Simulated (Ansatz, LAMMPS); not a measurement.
# Localised basis functions on glassy 57SiO2-27Al2O3-16BaO (mol %) (149 atoms)

Wanted: errors and times of a linear-scaling basis for glassy 57SiO2-27Al2O3-16BaO (mol %) (149 atoms). A setting counts as converged where the r.m.s. difference of forces stays under 1 % of the r.m.s. force.

Method: Kohn-Sham DFT, PBE, PAW (set soft_2), plane waves, in Ansatz 0.2.0.

## (1) Set-up

The cell holds 149 atoms: 25 Si, 24 Al, 7 Ba and 93 O. Cell: a = 12.007 Å, b = 12.007 Å, c = 12.007 Å, α = 90.0°, β = 90.0°, γ = 90.0°. 149 atoms (25 Si, 24 Al, 7 Ba, 93 O) placed at random at 3.64 g/cm³, melted at 4000 K for 10 ps at fixed volume with the Morse and Coulomb pair potential with partial charges (Pedone, Malavasi, Menziani, Cormack and Segre, J. Phys. Chem. B 110, 11780 (2006)). Quenched from 4000 K to 300 K at 25 K/ps and fixed volume, held 5 ps.

What the set-up can't give: The quench rate of 25 K/ps far exceeds what a furnace or splat quench reaches, so expect more defects and frozen-in strain than in a real sample. The network of bonds at the start is that of the classical potential that made the cell, and needn't be the one that DFT or experiment would give. Sampling is at Γ alone, for a cell whose shortest periodic width is 12 Å. No spin–orbit coupling is included, so levels derived from the heavy atoms are approximate.

## (2) The classical run that made the cell

A classical potential makes the cell, at a small fraction of what the same run would cost in DFT.

This step: classical MD, Morse and Coulomb pair potential with partial charges (Pedone, Malavasi, Menziani, Cormack and Segre, J. Phys. Chem. B 110, 11780 (2006)) (LAMMPS 22 Jul 2025 - Update 4).

in.lmp

```
# melt-quench of Si25Al24Ba7O93
units metal
atom_style charge
boundary p p p
region box block 0 12.0072 0 12.0072 0 12.0072
create_box 4 box
mass 1 28.0850   # Si
mass 2 26.9815   # Al
mass 3 137.3270   # Ba
mass 4 15.9990   # O
create_atoms 1 random 25 254758 NULL overlap 1.5 maxtry 2000
create_atoms 2 random 24 254765 NULL overlap 1.5 maxtry 2000
create_atoms 3 random 7 254772 NULL overlap 1.5 maxtry 2000
create_atoms 4 random 93 254779 NULL overlap 1.5 maxtry 2000
pair_style hybrid/overlay pedone 5.5 coul/long 8.0
pair_coeff * * coul/long
pair_coeff 1 4 pedone 0.340554 2.006700 2.100000 1   # Si-O
pair_coeff 2 4 pedone 0.361581 1.900442 2.164818 0.9   # Al-O
pair_coeff 3 4 pedone 0.065011 1.547596 3.393410 5   # Ba-O
pair_coeff 4 4 pedone 0.042395 1.379316 3.618701 22   # O-O
set type 1 charge 2.4
set type 2 charge 1.8
set type 3 charge 1.2
set type 4 charge -1.2
kspace_style pppm 1.0e-4
neigh_modify delay 0 every 1 check yes
thermo_style custom step time temp pe press density
thermo_modify norm yes
timestep 0.002
thermo 100
min_style cg
minimize 1e-4 1e-4 200 2000
reset_timestep 0
velocity all create 4000 254759 mom yes dist gaussian
# [... 11 lines left out ...]
fix md all nvt temp 4000 300 0.2
run 74000 post no
unfix md
thermo 1250
fix md all nvt temp 300 300 0.2
run 2500 post no
unfix md
write_dump all custom glass.dump id type xs ys zs modify sort id
```

Launch:

```bash
> lmp -in in.lmp -log none -nocite
```

What it wrote:

```text
LAMMPS (22 Jul 2025 - Update 4)
Created orthogonal box = (0 0 0) to (12.0072 12.0072 12.0072)
Created 25 atoms
Created 24 atoms
Created 7 atoms
Created 93 atoms
PPPM initialization ...
  G vector (1/distance) = 0.39376572
  grid = 15 15 15
  estimated relative force accuracy = 3.521981e-05
   Step          Time           Temp          PotEng         Press         Density
         0   0              0              1.8281007      1154051.5      3.6440058
        97   0.194          0             -14.831966      63278.955      3.6440058
Loop time of 0.0915988 s on 1 MPI rank(s) for 97 steps with 149 atoms
Minimization stats:
  Stopping criterion = energy tolerance
[... 17 lines left out ...]
[... 1 line left out ...]
Loop time of 3.50791 s on 1 MPI rank(s) for 5000 steps with 149 atoms
   Step          Time           Temp          PotEng         Press         Density
[... 11 lines left out ...]
     80000   160            338.50366     -15.016916      12128.642      3.6440058
Loop time of 49.4573 s on 1 MPI rank(s) for 74000 steps with 149 atoms
   Step          Time           Temp          PotEng         Press         Density
     80000   160            338.50366     -15.016916      12128.642      3.6440058
     81250   162.5          307.02818     -15.018262     -3267.4272      3.6440058
     82500   165            302.52281     -15.020411      8637.3753      3.6440058
Loop time of 1.56284 s on 1 MPI rank(s) for 2500 steps with 149 atoms
```

Elapsed: 55 s, on 1 thread of Arm Neoverse V2, shared host; peak memory 0.07 GiB.

## (3) Plane-wave single point

This run is the reference for what follows, at a cutoff of 420 eV.

input.yaml

```yaml
crystal:
  lattice:
    - [12.0072, 0.0, 0.0]
    - [0.0, 12.0072, 0.0]
    - [0.0, 0.0, 12.0072]
  atoms:
    - { symbol: Si, position: [0.04882, 0.80666, 0.22624] }
    - { symbol: Si, position: [0.26195, 0.82256, 0.97553] }
    - { symbol: Si, position: [0.18472, 0.24004, 0.98944] }
    - { symbol: Si, position: [0.00648, 0.24399, 0.59896] }
    - { symbol: Si, position: [0.44299, 0.63779, 0.47737] }
    - { symbol: Si, position: [0.7457, 0.20818, 0.56818] }
    - { symbol: Si, position: [0.52083, 0.53539, 0.70311] }
    - { symbol: Si, position: [0.63372, 0.19282, 0.08613] }
    - { symbol: Si, position: [0.18587, 0.48154, 0.04716] }
    - { symbol: Si, position: [0.31019, 0.34351, 0.50274] }
    - { symbol: Si, position: [0.07826, 0.83196, 0.64194] }
    - { symbol: Si, position: [0.7008, 0.80686, 0.0263] }
    - { symbol: Si, position: [0.37141, 0.96176, 0.28953] }
    - { symbol: Si, position: [0.12197, 0.06804, 0.7469] }
    - { symbol: Si, position: [0.77353, 0.17199, 0.84957] }
    - { symbol: Si, position: [0.10763, 0.25531, 0.34839] }
    - { symbol: Si, position: [0.01768, 0.76367, 0.96897] }
    - { symbol: Si, position: [0.17845, 0.01882, 0.12328] }
    - { symbol: Si, position: [0.72612, 0.29812, 0.31431] }
    - { symbol: Si, position: [0.68166, 0.86853, 0.77832] }
    - { symbol: Si, position: [0.6156, 0.95695, 0.208] }
    - { symbol: Si, position: [0.53872, 0.02064, 0.63068] }
    - { symbol: Si, position: [0.69937, 0.46757, 0.93509] }
    - { symbol: Si, position: [0.94962, 0.55792, 0.50695] }
    - { symbol: Si, position: [0.93878, 0.00393, 0.92371] }
    - { symbol: Al, position: [0.72062, 0.6909, 0.66232] }
    - { symbol: Al, position: [0.16132, 0.45759, 0.67855] }
    - { symbol: Al, position: [0.70723, 0.55933, 0.44495] }
    - { symbol: Al, position: [0.42406, 0.28425, 0.9448] }
    - { symbol: Al, position: [0.98087, 0.35772, 0.80736] }
    - { symbol: Al, position: [0.54746, 0.49641, 0.12773] }
    - { symbol: Al, position: [0.33703, 0.49458, 0.83723] }
    [... 111 atom lines left out ...]
    - { symbol: O, position: [0.60054, 0.06814, 0.11655] }
    - { symbol: O, position: [0.54227, 0.2555, 0.34651] }
    - { symbol: O, position: [0.0491, 0.26571, 0.47206] }
    - { symbol: O, position: [0.87448, 0.25878, 0.59784] }
    - { symbol: O, position: [0.13209, 0.74784, 0.3119] }
    - { symbol: O, position: [0.46012, 0.22637, 0.80206] }
kpoints:
  mp_grid: { grid: [1, 1, 1] }
hamiltonian:
  xc: pbe
scf:
  occupations: { method: gaussian, width: 0.025 }
output:
  forces: true
  stress: true
  populations: intrinsic
  dos:
    method: { smearing: { sigma: 0.1 } }
    de: 0.1
    projected: { site_lists: { Al: [Al], Ba: [Ba], O: [O], Si: [Si] } }
  eigenvalues: true
  write_density: true
  write_potential: true
  volumetric_format: npy
```

Launch:

```bash
> ansatz run input.yaml --threads 8 --pin off --max-ram 15872MiB --backend cpu --events-out ev --progress --plain --runs-dir out
```

What it wrote:

```text
Engine: ansatz 0.2.0, aarch64-unknown-linux-gnu
Pseudopotentials: kind: paw
Pseudopotential: Si, paw, valence charge 4, recommended cutoff 420 eV (normal), Si.paw.azcp
Pseudopotential: Al, paw, valence charge 3, recommended cutoff 420 eV (normal), Al.paw.azcp
Pseudopotential: Ba, paw, valence charge 10, recommended cutoff 420 eV (normal), Ba.paw.azcp
Pseudopotential: O, paw, valence charge 6, recommended cutoff 420 eV (normal), O.paw.azcp
[... 5 lines on functional and potentials left out ...]
Crystal: 149 atoms, lattice volume = 1731.112 Å³
Basis set: ecut = 420 eV, 33833 PW (Γ), exchange–correlation on 162×162×162 points (8 copies of the dense FFT grid, shifted against one another)
Bands: 549, of which v1, the nominal top of the filled ones, is band 400 counted from 1 (399 counted from 0)
Symmetry: 1 space group operations
Space group: P1 (ITA 1), of the structure as read, at distance tolerance 1.2e-4 Å
k-points: 1
[... 9 lines on functional and potentials left out ...]
Initial density: superposition of atomic densities (neutral atoms: chi_scale 0, normalization atom), corrected by the library's trained network
Initial wavefunctions: pseudopotential atomic-orbital guess
Functional: x = pbe(κ = 0.804, μ = 0.219515), c = pbe(β = 0.066725)
SCF iter   1: F=—  HF=-123383.766995 eV  |F-HF|=—  |Δ(HF+E_count)|=         —  Δρ=2.51e-3  dr2=1.04e-1  ethr=1.77e-3  ⟨swp⟩=6.0  Hψ=2447  notcnv=0  defer=124
preconditioner: auto → Resta (q_TF=auto, 2.399 Å⁻¹)  ε∞=3.6  [insulator: Δε(μ)=3.601 eV  Ē_g=15.413 eV  σ=0.025 eV  W_gap=1.00  n_scr=436 (ndim 8)  ℏωp=25.0 eV  f_vac=0.031  D(μ)=0.00/eV (n_scr^D=0)  ε∞_Penn≈3.6]
SCF iter   2: F=—  HF=-123383.768241 eV  |F-HF|=—  |Δ(HF+E_count)|=   1.25e-3  Δρ=1.41e-3  dr2=2.70e-2  ethr=1.30e-5  ⟨swp⟩=2.0  Hψ=941  notcnv=0  defer=145
SCF iter   3: F=—  HF=-123383.771715 eV  |F-HF|=—  |Δ(HF+E_count)|=   3.47e-3  Δρ=6.17e-4  dr2=7.16e-3  ethr=3.38e-6  ⟨swp⟩=2.0  Hψ=709  notcnv=0  defer=145
SCF iter   4: F=—  HF=-123383.773321 eV  |F-HF|=—  |Δ(HF+E_count)|=   1.61e-3  Δρ=1.74e-4  dr2=5.70e-4  ethr=8.95e-7  ⟨swp⟩=2.0  Hψ=719  notcnv=0  defer=145
SCF iter   5: F=—  HF=-123383.773344 eV  |F-HF|=—  |Δ(HF+E_count)|=   2.34e-5  Δρ=1.01e-4  dr2=1.52e-4  ethr=7.12e-8  ⟨swp⟩=2.0  Hψ=780  notcnv=0  defer=145
SCF iter   6: F=—  HF=-123383.773369 eV  |F-HF|=—  |Δ(HF+E_count)|=   2.51e-5  Δρ=3.52e-5  dr2=1.84e-5  ethr=1.90e-8  ⟨swp⟩=3.0  Hψ=748  notcnv=0  defer=145
SCF iter   7: F=—  HF=-123383.777790 eV  |F-HF|=—  |Δ(HF+E_count)|=   4.42e-3  Δρ=1.47e-5  dr2=2.70e-6  ethr=2.30e-9  ⟨swp⟩=3.0  Hψ=805  notcnv=0  defer=145
SCF iter   8: F=—  HF=-123383.777791 eV  |F-HF|=—  |Δ(HF+E_count)|=   5.50e-7  Δρ=5.56e-6  dr2=4.27e-7  ethr=3.38e-10  ⟨swp⟩=2.0  Hψ=797  notcnv=0  defer=145
SCF iter   9: F=-123383.777791 eV  HF=-123383.777791 eV  |F-HF|=1.87e-8  |Δ(HF+E_count)|=   2.74e-7  Δρ=2.12e-6  dr2=6.68e-8  ethr=1.25e-11  ⟨swp⟩=23.0  Hψ=5624  notcnv=0
SCF 1 converged in 9 iterations: F = -123383.777791 eV  dr2 = 6.68e-8
  greatest PAW one-centre occupation: 0.955 electrons in one spin orbital (limit 2), on the Ba atom at site 52 (counted from 0), in its partial waves of l = 0
SCF converged after 9 iterations
Free energy (F): -123383.777791 eV
Harris-Foulkes:  -123383.777791 eV  (|F-HF|=1.87e-8)
Internal energy: -123383.777791 eV  (E = F + TS)
E sigma→0 (E₀):  -123383.777791 eV
Fermi energy:    8.289511 eV
--- Per-component energies (eV) ---
  E_band       = -1301.803595
  E_kinetic    = 19609.735123
  E_local      = -41897.039832  (includes V_loc(G=0)·N_el)
  E_nonlocal   = 5719.410946
  E_hartree    = 15417.018591
  E_xc         = -10501.337115
  E_vxc        = -11741.827132  (∫ρ·V_xc dr)
  E_paw        = -75409.914705  (= ΣΔE_a)
  E_vpaw       = -3826.342888  (= ΣTr[D̂ρ^β])
  E_aug_tail   = 0.237030  (compensation charges beyond the density's cutoff)
  E_ewald      = -36321.887830
  E_smearing   = -0.000000  (= −TS)
  E_closure    = 0.000000  (closes the sum)
  Σ components = -123383.777791   (vs F -123383.777791, Δ=0.00e0)
--- Forces (eV/Å), atoms counted from 1 ---
  atom   1  Si     2.60234316     1.04542016    -1.83918194
  atom   2  Si    -2.00481664     1.19788186     3.75951272
  atom   3  Si    -1.35620488    -0.81178098     0.93320841
  atom   4  Si    -0.84888591    -2.87267072    -3.05209101
  atom   5  Si     0.40719334    -0.51377793    -0.80583413
  atom   6  Si     1.25263688    -1.57777745     1.85505258
  atom   7  Si     1.27613866    -2.22190075     2.58284867
  atom   8  Si     0.56508848    -0.01682837    -0.50050306
  atom   9  Si    -1.71322737    -0.50185547    -0.80192345
  atom  10  Si    -0.53476919    -2.80261695    -1.23494921
  atom  11  Si     1.23732902     1.36529223     1.53248542
  atom  12  Si    -1.11224260    -1.04707812     2.06873187
  atom  13  Si     3.98234352     1.44659010    -1.04200915
  atom  14  Si    -2.23303190    -1.14453688    -0.53762434
[...]
atom 148  O      0.83119494    -1.27340502     0.43615732
  atom 149  O     -0.33249781    -0.72813061     0.76505479
  max |Σ_I F_I| component: 5.80e-5 eV/Å
--- Stress (GPa, compression-positive) ---
        8.848581       0.844316      -1.501538
        0.844319       9.448178       1.257063
       -1.501538       1.257061      10.010619
  P = ⅓ Tr σ = 9.4358 GPa (94.358 kbar)
--- Band table (eV) ---
  k-point 0: bands = ["-20.5254", "-20.1789", "-19.7096", "-19.5704", [... 533 levels ...], "15.8676", "15.8857", "15.8989", "15.9006", "15.9386", "15.9602", "15.9730", "15.9919", "16.0029", "16.0191", "16.0378", "16.0519"]
--- intrinsic populations: 149 sites ---
  site symbol       q [e]
     0     Si      2.2684
     1     Si      2.3372
     2     Si      2.3164
[...]
148      O      6.9600
  spilling = 0.000000 (of n_electrons = 800.000000)
```

Wall time 26 s (8 threads of Arm Neoverse V2, shared host); peak memory 2.7 GiB; 3.3 min of CPU time.

Read from the output:

* free energy: -123383.7778 eV
* free energy per atom: -828.0790 eV/atom
* SCF cycles: 9
* pressure: 9.436 GPa
* r.m.s. force component: 1.326 eV/Å
* longest force: 4.989 eV/Å
* Fermi energy: 8.29 eV
* gap (highest filled to lowest empty level): 3.488 eV

The r.m.s. force component of 1.3 eV/Å and the pressure of 9.4 GPa set the scale for the differences below.

## (4) Support functions low

The cell is solved in localised support functions.

This step: Kohn-Sham DFT, PBE, PAW (set soft_2), localised support functions (low) (Ansatz 0.2.0).

input.yaml, the sections that differ from step 3:

```yaml
scf:
  occupations: { method: gaussian, width: 0.025 }
  eigensolver: { kind: { support_functions: { accuracy: low } } }
  max_iter: 150
output:
  forces: true
  eigenvalues: true
# crystal, kpoints, hamiltonian: as in step 3
```

What it wrote:

```text
Warning: scf.eigensolver.kind.support_functions: disabling space-group detection — the functions' gradient is summed over unrotated k-points, so no spatial operation reduces the k-mesh or symmetrises the density; time reversal is kept, so that k and −k are solved as one point where they differ and the mesh holds both, and exact exchange and, on two spinor components, a DFT+U term hold to it where the run has them: [...]
settings of this run that can trade accuracy for cost: scf.eigensolver.kind.support_functions; scf.eigensolver.kind.support_functions.accuracy: low [...]
[...]
Crystal: 149 atoms, lattice volume = 1731.112 Å³
Basis set: ecut = 420 eV, 33833 PW (Γ), exchange–correlation on 180×180×180 points (8 copies of the dense FFT grid, shifted against one another)
Bands: 480, of which v1, the nominal top of the filled ones, is band 400 counted from 1 (399 counted from 0)
Symmetry: 1 space group operations
k-points: 1
[...]
SCF iter   1: F=—  HF=-123368.696030 eV  |F-HF|=—  |Δ(HF+E_count)|=         —  Δρ=1.19e-1  dr2=2.64e2  ethr=1.00e-1
[...]
SCF iter  12: F=—  HF=-123384.411687 eV  |F-HF|=—  |Δ(HF+E_count)|=   6.52e-3  Δρ=5.28e-5  dr2=5.74e-5  ethr=1.79e-8  κ⁻¹=9.5e-6(r=7)
SCF iter  13: F=-123384.416827 eV  HF=-123384.416846 eV  |F-HF|=1.91e-5  |Δ(HF+E_count)|=   5.16e-3  Δρ=3.53e-5  dr2=2.51e-5  ethr=7.18e-9
SCF 1 converged in 13 iterations: F = -123384.484459 eV  dr2 = 2.51e-5
[...]
SCF converged after 13 iterations
Stability not checked: this state was not tested for a lower state beside it, because the mixer in use, unlike msr1, does not test its closes by its own steps (another_mixer; see scf.mixing.algorithm and scf.lower_state_search)
Free energy (F): -123384.484459 eV
[...]
Internal energy: -123384.484459 eV  (E = F + TS)
E sigma→0 (E₀):  -123384.484459 eV
Fermi energy:    8.290749 eV
[...]
Σ components = -123384.484459   (vs F -123384.484459, Δ=0.00e0)
--- Forces (eV/Å), atoms counted from 1 ---
  atom   1  Si     2.60331784     1.04612983    -1.83986010
  atom   2  Si    -2.00523979     1.19646882     3.76093773
  atom   3  Si    -1.35634330    -0.81091360     0.93283966
  atom   4  Si    -0.84855203    -2.87198876    -3.05197523
[...]
atom 149  O     -0.33335887    -0.72744116     0.76492751
  max |Σ_I F_I| component: 7.70e-3 eV/Å
--- Band table (eV) ---
[...]
```

Run time: 1.7 min. Hardware: 8 threads; peak memory 5.5 GiB; 13 min of CPU time.

The program notes that the band table was not solved further than the SCF left it and it switched symmetry off.

Keys that differ from the reference: support_functions.accuracy = "low" and scf.max_iter = 150.

Forces differ from the reference by 0.94 meV/Å r.m.s., 0.071 % of their size, well within a tolerance of 1 %; the energy by -4.7 meV/atom. It took roughly 3.9 times the reference's time (one timing each, with unlike analyses asked), in 13 cycles against 9.

## (5) Support functions medium

With localised support functions most steps grow linearly with size, though the diagonalisation grows faster unless the density matrix is cut; this run measures error and cost at this size. Besides, the program derives a nominal cutoff of 464 eV for this run, against the reference's 420.

This step: Kohn-Sham DFT, PBE, PAW (set soft_2), localised support functions (medium) (Ansatz 0.2.0).

input.yaml, the sections that differ from step 4:

```yaml
scf:
  occupations: { method: gaussian, width: 0.025 }
  eigensolver: { kind: { support_functions: { accuracy: medium } } }
  max_iter: 150
# crystal, kpoints, hamiltonian, output: as in step 4
```

What it wrote:

```text
[...]
Warning: basis.ecutwfc = 464 eV, auto-derived: no grid that the accuracy of the support functions lays serves the files at the lower one that their records recommend; a deck with other species or settings can derive another value
[...]
Crystal: 149 atoms, lattice volume = 1731.112 Å³
Basis set: ecut = 464 eV, 39127 PW (Γ), exchange–correlation on 180×180×180 points (8 copies of the dense FFT grid, shifted against one another)
Bands: 480, of which v1, the nominal top of the filled ones, is band 400 counted from 1 (399 counted from 0)
Symmetry: 1 space group operations
k-points: 1
[...]
SCF iter   1: F=—  HF=-123368.705183 eV  |F-HF|=—  |Δ(HF+E_count)|=         —  Δρ=1.19e-1  dr2=2.64e2  ethr=1.00e-1
[...]
SCF iter  14: F=—  HF=-123384.421218 eV  |F-HF|=—  |Δ(HF+E_count)|=   4.22e-3  Δρ=1.00e-5  dr2=3.27e-6  ethr=3.14e-9  κ⁻¹=2.2e-5(r=7)
SCF iter  15: F=-123384.421217 eV  HF=-123384.421218 eV  |F-HF|=6.10e-7  |Δ(HF+E_count)|=   3.01e-7  Δρ=6.93e-6  dr2=9.31e-7  ethr=4.09e-10
SCF 1 converged in 15 iterations: F = -123384.484416 eV  dr2 = 9.31e-7
[...]
SCF converged after 15 iterations
[...]
Free energy (F): -123384.484416 eV
[...]
Internal energy: -123384.484416 eV  (E = F + TS)
E sigma→0 (E₀):  -123384.484416 eV
Fermi energy:    8.290209 eV
[...]
Σ components = -123384.484416   (vs F -123384.484416, Δ=0.00e0)
--- Forces (eV/Å), atoms counted from 1 ---
  atom   1  Si     2.60292141     1.04611136    -1.83998271
  atom   2  Si    -2.00518551     1.19664238     3.76096908
  atom   3  Si    -1.35634784    -0.81110716     0.93236690
  atom   4  Si    -0.84899237    -2.87221546    -3.05160460
[...]
atom 149  O     -0.33336186    -0.72733259     0.76502005
  max |Σ_I F_I| component: 5.76e-3 eV/Å
--- Band table (eV) ---
[...]
```

It took 1.9 min on 8 threads; peak memory 5.5 GiB.

Keys that differ from the reference: support_functions.accuracy = "medium" and scf.max_iter = 150.

Forces differ from the reference by 0.85 meV/Å r.m.s., 0.064 % of their size, well within a tolerance of 1 %; the energy by -4.7 meV/atom. It took roughly 4.4 times the reference's time (one timing each, with unlike analyses asked), in 15 cycles against 9.

(Part 1 of 3 ends here.)

[Long decimals in the printed logs are rounded to 6 places.]

[Logs are printed without paths, hosts, clocks, repeated set-up lines and the standing remarks that a program may print on its own settings, such as how far it seeks lower states.]

[Hosts, paths, dates, database ids (printed as entryN), source tags and the programs' standing remarks are cut or masked in the printed files.]
